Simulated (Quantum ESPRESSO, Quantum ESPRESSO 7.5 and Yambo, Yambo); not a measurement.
# Quasiparticle gap of SnTe (Fm-3m) in Yambo

Wanted: ground state, empty states, screening and self-energy for SnTe (Fm-3m).

Calculated with Quantum ESPRESSO 7.5 and Yambo 5.3.0; PBE and many-body steps on it, plane waves.

The database entry behind the starting cell differs from later determinations by our own check (about 0.3 % short), so it need not match the best structure at ambient conditions.

## 1. Set-up

It takes space group Fm-3m (No. 225, cubic). The conventional cell has a = 6.302 Å, b = 6.302 Å, c = 6.302 Å, α = 90.00°, β = 90.00°, γ = 90.00°. Sn has 6 Te at 3.15 Å nearest. Te has 6 Sn at 3.15 Å nearest. Farther neighbours and most contacts between anions are not listed.

Structure file:

```cif
data_structure
_symmetry_space_group_name_H-M 'Fm-3m'
_symmetry_Int_Tables_number 225
_cell_length_a 6.3017
_cell_length_b 6.3017
_cell_length_c 6.3017
_cell_angle_alpha 90.000
_cell_angle_beta 90.000
_cell_angle_gamma 90.000
_cell_volume 250.25
loop_
_atom_site_label
_atom_site_type_symbol
_atom_site_symmetry_multiplicity
_atom_site_Wyckoff_symbol
_atom_site_fract_x
_atom_site_fract_y
_atom_site_fract_z
_atom_site_occupancy
Sn1 Sn 4 a 0.00000 0.00000 0.00000 1
Te1 Te 4 b 0.50000 0.00000 0.00000 1
```

The cell and positions come from the Crystallography Open Database and are kept as given unless a step says otherwise.

## 2. Ground state

This step: Quantum ESPRESSO 7.5; DFT, PBE with spin-orbit coupling, plane waves, norm-conserving pseudopotentials.

The ground-state density comes first.

pw.in reads:

```
&control
  calculation = 'scf'
  prefix = 'x'
  outdir = 'o'
  pseudo_dir = 'pseudo'
/
&system
  ibrav = 0
  nat = 2
  ntyp = 2
  ecutwfc = 88.0
  nbnd = 56
  force_symmorphic = .true.
  noncolin = .true.
  lspinorb = .true.
/
&electrons
  conv_thr = 1e-10
  electron_maxstep = 80
  mixing_beta = 0.5
/
ATOMIC_SPECIES
  Sn 118.71 Sn.upf
  Te 127.6 Te.upf
CELL_PARAMETERS angstrom
  -0.0000000000 3.1508500000 3.1508500000
  3.1508500000 -0.0000000000 3.1508500000
  3.1508500000 3.1508500000 -0.0000000000
ATOMIC_POSITIONS crystal
  Sn 0.0000000000 0.0000000000 0.0000000000
  Te 0.5000000000 0.5000000000 0.5000000000
K_POINTS automatic
  6 6 6 0 0 0
```

On the command line:

```console
> OMP_NUM_THREADS=1 mpirun -n 4 pw.x -nk 4 -in pw.in > pw.out
```

Log:

```text
Program PWSCF v.7.5 starts

     This program is part of the open-source Quantum ESPRESSO suite
     for quantum simulation of materials; please cite
         "P. Giannozzi et al., J. Phys.:Condens. Matter 21 395502 (2009);
         "P. Giannozzi et al., J. Phys.:Condens. Matter 29 465901 (2017);
         "P. Giannozzi et al., J. Chem. Phys. 152 154105 (2020);
     in publications or presentations arising from this work. More details at
     Message from routine setup:
     using ibrav=0 with symmetry is DISCOURAGED, use correct ibrav instead

     G-vector sticks info

     bravais-lattice index     =            0
     lattice parameter (alat)  =       8.4206  a.u.
     unit-cell volume          =     422.1918 (a.u.)^3
     number of atoms/cell      =            2
     number of atomic types    =            2
     number of electrons       =        46.00
     number of Kohn-Sham states=           56
     kinetic-energy cutoff     =      88.0000  Ry
     charge density cutoff     =     352.0000  Ry
     scf convergence threshold =      1.0E-10
     mixing beta               =       0.5000
     number of iterations used =            8  plain     mixing
     Exchange-correlation= PBE
                           (   1   4   3   4   0   0   0)
     Non magnetic calculation with spin-orbit

     celldm(1)=   8.420572  celldm(2)=   0.000000  celldm(3)=   0.000000
     celldm(4)=   0.000000  celldm(5)=   0.000000  celldm(6)=   0.000000

     crystal axes: (cart. coord. in units of alat)
               a(1) = (  -0.000000   0.707107   0.707107 )
               a(2) = (   0.707107  -0.000000   0.707107 )
               a(3) = (   0.707107   0.707107  -0.000000 )

     reciprocal axes: (cart. coord. in units 2 pi/alat)
               b(1) = ( -0.707107  0.707107  0.707107 )
               b(2) = (  0.707107 -0.707107  0.707107 )
               b(3) = (  0.707107  0.707107 -0.707107 )
     Pseudo is Norm-conserving + core correction, Zval = 22.0
     Generated using ONCVPSP code by D. R. Hamann
     Using radial grid of 1668 points, 10 beta functions with:
     Pseudo is Norm-conserving + core correction, Zval = 24.0
     Generated using ONCVPSP code by D. R. Hamann
     Using radial grid of 1324 points, 10 beta functions with:
     Sn               22.00   118.71000     Sn( 1.00)
     Te               24.00   127.60000     Te( 1.00)

     48 Sym. Ops., with inversion, found

   Cartesian axes

     site n.     atom                  positions (alat units)
         1        Sn     tau(   1) = (   0.0000000   0.0000000   0.0000000  )
         2        Te     tau(   2) = (   0.7071068   0.7071068   0.7071068  )

     number of k points=    16
                       cart. coord. in units 2pi/alat
        k(    1) = (   0.0000000   0.0000000   0.0000000), wk =   0.0046296
        k(    2) = (   0.1178511   0.1178511  -0.1178511), wk =   0.0370370
        k(    3) = (   0.2357023   0.2357023  -0.2357023), wk =   0.0370370
        k(    4) = (  -0.3535534  -0.3535534   0.3535534), wk =   0.0185185
        k(    5) = (   0.2357023   0.0000000  -0.0000000), wk =   0.0277778
        k(    6) = (   0.3535534   0.1178511  -0.1178511), wk =   0.1111111
        k(    7) = (  -0.2357023  -0.4714045   0.4714045), wk =   0.1111111
        k(    8) = (  -0.1178511  -0.3535534   0.3535534), wk =   0.1111111
        k(    9) = (   0.0000000  -0.2357023   0.2357023), wk =   0.0555556
        k(   10) = (   0.4714045   0.0000000  -0.0000000), wk =   0.0277778
     [... 4 further rows ...]
        k(   15) = (  -0.1178511  -0.3535534   0.5892557), wk =   0.1111111
        k(   16) = (  -0.7071068   0.2357023   0.0000000), wk =   0.0555556

     Dense  grid:    47183 G-vectors     FFT dimensions: (  54,  54,  54)

     Initial potential from superposition of free atoms

     starting charge      45.9982, renormalised to      46.0000
     Starting wfcs are   52 randomized atomic wfcs +    4 random wfcs

     per-process dynamical memory:   112.2 Mb

     Self-consistent Calculation

     iteration #  1     ecut=    88.00 Ry     beta= 0.50

     Threshold (ethr) on eigenvalues was too large:
     Diagonalizing with lowered threshold

     total energy              =   -1005.34440129 Ry
     estimated scf accuracy    <       0.01628496 Ry

     iteration #  2     ecut=    88.00 Ry     beta= 0.50

     total energy              =   -1005.34775661 Ry
     estimated scf accuracy    <       0.00163647 Ry

     iteration #  3     ecut=    88.00 Ry     beta= 0.50

     total energy              =   -1005.34804606 Ry
     estimated scf accuracy    <       0.00031466 Ry

     iteration #  4     ecut=    88.00 Ry     beta= 0.50

     total energy              =   -1005.34806458 Ry
     estimated scf accuracy    <       0.00001208 Ry

     iteration #  5     ecut=    88.00 Ry     beta= 0.50

     total energy              =   -1005.34806633 Ry
     estimated scf accuracy    <       0.00000043 Ry

     iteration #  6     ecut=    88.00 Ry     beta= 0.50

     total energy              =   -1005.34806640 Ry
     estimated scf accuracy    <       0.00000002 Ry

     iteration #  7     ecut=    88.00 Ry     beta= 0.50

     total energy              =   -1005.34806641 Ry
     estimated scf accuracy    <          2.9E-09 Ry

     iteration #  8     ecut=    88.00 Ry     beta= 0.50

     total energy              =   -1005.34806641 Ry
     estimated scf accuracy    <          8.3E-10 Ry

     iteration #  9     ecut=    88.00 Ry     beta= 0.50

     End of self-consistent calculation

          k = 0.0000 0.0000 0.0000 (  5961 PWs)   bands (ev):

  -148.1552-148.1552-118.3843-118.3843-104.9707-104.9707 -95.2620 -95.2620
   -95.2620 -95.2620 -79.4370 -79.4370 -71.8716 -71.8716 -71.8716 -71.8716
   -26.4280 -26.4280 -26.4280 -26.4280 -24.9647 -24.9647 -24.9647 -24.9647
   -24.9625 -24.9625 -11.0353 -11.0353 -11.0353 -11.0353  -9.9988  -9.9988
    -9.9988  -9.9988  -9.9958  -9.9958  -1.3177  -1.3177   6.8114   6.8114
     8.7625   8.7625   9.6037   9.6037   9.6037   9.6037  14.2687  14.2687
    15.1171  15.1171  15.1171  15.1171  16.2380  16.2380  16.2380  16.2890

          k = 0.1179 0.1179-0.1179 (  5907 PWs)   bands (ev):

  -148.1552-148.1552-118.3843-118.3843-104.9707-104.9707 -95.2620 -95.2620
   -95.2620 -95.2620 -79.4370 -79.4370 -71.8715 -71.8715 -71.8715 -71.8715
   -26.4275 -26.4275 -26.4273 -26.4273 -24.9643 -24.9643 -24.9640 -24.9640
   -24.9619 -24.9619 -11.0355 -11.0355 -11.0345 -11.0345  -9.9999  -9.9999
    -9.9979  -9.9979  -9.9944  -9.9944  -1.0864  -1.0864   5.6783   5.6783
[...]
k = 0.2357 0.2357-0.2357 (  5888 PWs)   bands (ev):

  -148.1552-148.1552-118.3843-118.3843-104.9707-104.9707 -95.2620 -95.2620
[...]
-26.4272 -26.4272 -26.4267 -26.4267 -24.9641 -24.9641 -24.9634 -24.9634
   -24.9612 -24.9612 -11.0361 -11.0361 -11.0332 -11.0332 -10.0026 -10.0026
    -9.9965  -9.9965  -9.9919  -9.9919  -0.4843  -0.4843   3.9991   3.9991
     9.1930   9.1930   9.7864   9.7864  10.9220  10.9220  12.1065  12.1065
    12.6129  12.6129  12.6261  12.6261  17.3786  17.3786  18.3728  18.3802

          k =-0.3536-0.3536 0.3536 (  5900 PWs)   bands (ev):

     [... further k-points ...]

     highest occupied, lowest unoccupied level (ev):    11.3644   11.6283

!    total energy              =   -1005.34806641 Ry
     estimated scf accuracy    <          1.0E-11 Ry

     The total energy is the sum of the following terms:
     one-electron contribution =    -716.64138396 Ry
     hartree contribution      =     343.77554851 Ry
     xc contribution           =    -127.74038889 Ry
     ewald contribution        =    -504.74184207 Ry

     convergence has been achieved in   9 iterations

     XML data file, charge density, pseudopotentials, collected wavefunctions

=------------------------------------------------------------------------------=
   JOB DONE.
=------------------------------------------------------------------------------=
```

Run time: 67 s. Hardware: 4 MPI ranks of Arm Neoverse V1, shared host; peak memory 0.79 GiB; 4.5 min of CPU time.

This step gave:

```
total energy               : -13678.4573 eV
gap                        : 0.2639 eV
k of the valence top       : 0, 0, -0.5
k of the conduction bottom : 0, 0, -0.5
least direct gap           : 0.2639 eV
```

The gap is direct, at (0.000, 0.000, -0.500).

## 3. Bands along the symmetry lines

Levels along a band path, at the cheap level, show where the edges lie and whether the meshes to come will hold them.

pw.in reads:

```
&control
  calculation = 'bands'
  prefix = 'x'
  outdir = 'o'
  pseudo_dir = 'pseudo'
/
&system
  ibrav = 0
  nat = 2
  ntyp = 2
  ecutwfc = 88.0
  nbnd = 58
  force_symmorphic = .true.
  noncolin = .true.
  lspinorb = .true.
/
&electrons
  conv_thr = 1e-9
  electron_maxstep = 80
  diago_full_acc = .true.
  diago_thr_init = 5e-6
/
ATOMIC_SPECIES
  Sn 118.71 Sn.upf
  Te 127.6 Te.upf
CELL_PARAMETERS angstrom
  -0.0000000000 3.1508500000 3.1508500000
  3.1508500000 -0.0000000000 3.1508500000
  3.1508500000 3.1508500000 -0.0000000000
ATOMIC_POSITIONS crystal
  Sn 0.0000000000 0.0000000000 0.0000000000
  Te 0.5000000000 0.5000000000 0.5000000000
K_POINTS crystal
  50
  0.00000000 0.00000000 0.00000000 1
  0.06250000 0.00000000 0.06250000 1
  0.12500000 0.00000000 0.12500000 1
  0.18750000 0.00000000 0.18750000 1
  0.25000000 0.00000000 0.25000000 1
  0.31250000 0.00000000 0.31250000 1
  0.37500000 0.00000000 0.37500000 1
  0.43750000 0.00000000 0.43750000 1
  0.50000000 0.00000000 0.50000000 1
  0.51562500 0.03125000 0.51562500 1
  0.53125000 0.06250000 0.53125000 1
  0.54687500 0.09375000 0.54687500 1
  0.56250000 0.12500000 0.56250000 1
  0.57812500 0.15625000 0.57812500 1
  0.59375000 0.18750000 0.59375000 1
  0.60937500 0.21875000 0.60937500 1
  0.62500000 0.25000000 0.62500000 1
  0.37500000 0.37500000 0.75000000 1
  0.32812500 0.32812500 0.65625000 1
  0.28125000 0.28125000 0.56250000 1
  0.23437500 0.23437500 0.46875000 1
  0.18750000 0.18750000 0.37500000 1
  0.14062500 0.14062500 0.28125000 1
  0.09375000 0.09375000 0.18750000 1
  0.04687500 0.04687500 0.09375000 1
  0.00000000 0.00000000 0.00000000 1
  0.06250000 0.06250000 0.06250000 1
  0.12500000 0.12500000 0.12500000 1
  0.18750000 0.18750000 0.18750000 1
  0.25000000 0.25000000 0.25000000 1
  0.31250000 0.31250000 0.31250000 1
  0.37500000 0.37500000 0.37500000 1
  0.43750000 0.43750000 0.43750000 1
  0.50000000 0.50000000 0.50000000 1
  0.50000000 0.46875000 0.53125000 1
  0.50000000 0.43750000 0.56250000 1
  0.50000000 0.40625000 0.59375000 1
  0.50000000 0.37500000 0.62500000 1
  0.50000000 0.34375000 0.65625000 1
  0.50000000 0.31250000 0.68750000 1
  0.50000000 0.28125000 0.71875000 1
  0.50000000 0.25000000 0.75000000 1
  0.50000000 0.21875000 0.71875000 1
  0.50000000 0.18750000 0.68750000 1
  0.50000000 0.15625000 0.65625000 1
  0.50000000 0.12500000 0.62500000 1
  0.50000000 0.09375000 0.59375000 1
  0.50000000 0.06250000 0.56250000 1
  0.50000000 0.03125000 0.53125000 1
  0.50000000 0.00000000 0.50000000 1
```

Log:

```text
[banner, memory and clock lines left out]
Program PWSCF v.7.5 starts

     Atomic positions and unit cell read from directory:
     o/x.save/

     Message from routine setup:
     using ibrav=0 with symmetry is DISCOURAGED, use correct ibrav instead

     G-vector sticks info

     bravais-lattice index     =            0
     lattice parameter (alat)  =       8.4206  a.u.
     unit-cell volume          =     422.1918 (a.u.)^3
     number of atoms/cell      =            2
     number of atomic types    =            2
     number of electrons       =        46.00
     number of Kohn-Sham states=           58
     kinetic-energy cutoff     =      88.0000  Ry
     charge density cutoff     =     352.0000  Ry
     Exchange-correlation= PBE
                           (   1   4   3   4   0   0   0)
     Non magnetic calculation with spin-orbit

     celldm(1)=   8.420572  celldm(2)=   0.000000  celldm(3)=   0.000000
     celldm(4)=   0.000000  celldm(5)=   0.000000  celldm(6)=   0.000000

     crystal axes: (cart. coord. in units of alat)
               a(1) = (  -0.000000   0.707107   0.707107 )
               a(2) = (   0.707107  -0.000000   0.707107 )
               a(3) = (   0.707107   0.707107  -0.000000 )

     reciprocal axes: (cart. coord. in units 2 pi/alat)
               b(1) = ( -0.707107  0.707107  0.707107 )
               b(2) = (  0.707107 -0.707107  0.707107 )
               b(3) = (  0.707107  0.707107 -0.707107 )
     Pseudo is Norm-conserving + core correction, Zval = 22.0
     Generated using ONCVPSP code by D. R. Hamann
     Using radial grid of 1668 points, 10 beta functions with:
     Pseudo is Norm-conserving + core correction, Zval = 24.0
     Generated using ONCVPSP code by D. R. Hamann
     Using radial grid of 1324 points, 10 beta functions with:
     Sn               22.00   118.71000     Sn( 1.00)
     Te               24.00   127.60000     Te( 1.00)

     48 Sym. Ops., with inversion, found

   Cartesian axes

     site n.     atom                  positions (alat units)
         1        Sn     tau(   1) = (   0.0000000   0.0000000   0.0000000  )
         2        Te     tau(   2) = (   0.7071068   0.7071068   0.7071068  )

     number of k points=    50
                       cart. coord. in units 2pi/alat
        k(    1) = (   0.0000000   0.0000000   0.0000000), wk =   0.0200000
        k(    2) = (   0.0000000   0.0883883   0.0000000), wk =   0.0200000
        k(    3) = (   0.0000000   0.1767767   0.0000000), wk =   0.0200000
[...]
[... 38 further rows ...]
        k(   49) = (   0.0441942   0.7071068   0.0000000), wk =   0.0200000
        k(   50) = (   0.0000000   0.7071068   0.0000000), wk =   0.0200000

     Dense  grid:    47183 G-vectors     FFT dimensions: (  54,  54,  54)

     The potential is recalculated from file :
     o/x.save/charge-density

     Starting wfcs are   52 randomized atomic wfcs +    6 random wfcs

     Band Structure Calculation

     End of band structure calculation

          k = 0.0000 0.0000 0.0000 (  5961 PWs)   bands (ev):

  -148.1553-148.1553-118.3843-118.3843-104.9707-104.9707 -95.2621 -95.2621
   -95.2621 -95.2621 -79.4370 -79.4370 -71.8715 -71.8715 -71.8715 -71.8715
   -26.4281 -26.4281 -26.4281 -26.4281 -24.9647 -24.9647 -24.9647 -24.9647
   -24.9625 -24.9625 -11.0353 -11.0353 -11.0353 -11.0353  -9.9987  -9.9987
[...]
16.2963  16.2963

          k = 0.0000 0.0884 0.0000 (  5909 PWs)   bands (ev):

  -148.1553-148.1553-118.3842-118.3842-104.9707-104.9707 -95.2621 -95.2621
[...]
16.5267  16.5267

          k = 0.0000 0.1768 0.0000 (  5910 PWs)   bands (ev):

  -148.1553-148.1553-118.3842-118.3842-104.9707-104.9707 -95.2621 -95.2621
[...]
17.1726  17.1726

          k =-0.0000 0.2652 0.0000 (  5906 PWs)   bands (ev):

[...]
k = 0.0000 0.4419-0.0000 (  5882 PWs)   bands (ev):

[...]
k =-0.0000 0.5303 0.0000 (  5874 PWs)   bands (ev):

[...]
k = 0.0000 0.6187-0.0000 (  5882 PWs)   bands (ev):

[...]
k = 0.4640 0.4640-0.0000 (  5890 PWs)   bands (ev):

[...]
k = 0.3315 0.3315-0.0000 (  5883 PWs)   bands (ev):

[...]
k = 0.3094 0.7071-0.0000 (  5872 PWs)   bands (ev):

[...]
k = 0.2210 0.7071-0.0000 (  5880 PWs)   bands (ev):

[...]
k = 0.1768 0.7071-0.0000 (  5884 PWs)   bands (ev):

[...]
k = 0.0442 0.7071 0.0000 (  5882 PWs)   bands (ev):

  -148.1552-148.1552-118.3842-118.3842-104.9707-104.9707 -95.2621 -95.2621
[...]
21.7761  21.7761

          k = 0.0000 0.7071 0.0000 (  5874 PWs)   bands (ev):

  -148.1552-148.1552-118.3842-118.3842-104.9707-104.9707 -95.2621 -95.2621
[...]
5.8752   5.8752   7.4996   7.4996   7.9476   7.9476  13.6630  13.6630
    16.0227  16.0227  16.7692  16.7692  17.8541  17.8541  20.6355  20.6355
    22.1568  22.1568

     XML data file, pseudopotentials, collected wavefunctions
```

Wall time 44 s (4 MPI ranks); peak memory 0.53 GiB.

Numbers from this step:

| Item | Value |
| --- | --- |
| gap | 0.2638 eV |
| k of the valence top | 0.5, 0.5, 0.5 |
| k of the conduction bottom | 0.5, 0.5, 0.5 |
| least direct gap | 0.2638 eV |

The gap is 0.264 eV, as in the run before at this level.

Electronic bands along the path, in eV, zero at the top of the highest filled band:

| point | band 43 | band 44 | band 45 | band 46 | band 47 | band 48 | band 49 | band 50 |
| --- | --- | --- | --- | --- | --- | --- | --- | --- |
| Γ | -1.76 | -1.76 | -1.76 | -1.76 | 2.90 | 2.90 | 3.75 | 3.75 |
| halfway | -2.71 | -2.71 | -1.92 | -1.92 | 2.16 | 2.16 | 3.13 | 3.13 |
| X | -3.86 | -3.86 | -3.42 | -3.42 | 2.30 | 2.30 | 4.66 | 4.66 |
| halfway | -3.65 | -3.65 | -3.17 | -3.17 | 2.69 | 2.69 | 4.15 | 4.15 |
| U | -3.21 | -3.21 | -2.54 | -2.54 | 2.92 | 2.92 | 3.39 | 3.39 |
| jump to K | -3.21 | -3.21 | -2.54 | -2.54 | 2.92 | 2.92 | 3.39 | 3.39 |
| halfway | -1.54 | -1.54 | -0.13 | -0.13 | 0.57 | 0.57 | 0.94 | 0.94 |
| Γ | -1.76 | -1.76 | -1.76 | -1.76 | 2.90 | 2.90 | 3.75 | 3.75 |
| halfway | -1.67 | -1.67 | -0.77 | -0.77 | 1.32 | 1.32 | 1.88 | 1.88 |
| L | -1.44 | -1.44 | 0.00 | 0.00 | 0.26 | 0.26 | 0.43 | 0.43 |
| halfway | -3.27 | -3.27 | -0.83 | -0.83 | 0.61 | 0.61 | 3.04 | 3.04 |
| W | -4.65 | -4.65 | -0.72 | -0.72 | 0.95 | 0.95 | 4.64 | 4.64 |
| halfway | -4.04 | -4.04 | -2.45 | -2.45 | 3.01 | 3.01 | 3.14 | 3.14 |
| X | -3.86 | -3.86 | -3.42 | -3.42 | 2.30 | 2.30 | 4.66 | 4.66 |

(Part 1 of 3 ends here.)

[Paths, hosts, dates, memory and timing lines, banners, echoed tables and standing remarks are left out of the program output.]

[Logs are printed without paths, hosts, clocks, repeated set-up lines and the standing remarks that a program may print on its own settings, such as how far it seeks lower states.]

[Runs of the session that timed out or met a known fault of the program may be left out.]

[Hosts, paths, dates, database ids (printed as entryN), source tags and the programs' standing remarks are cut or masked in the printed files.]
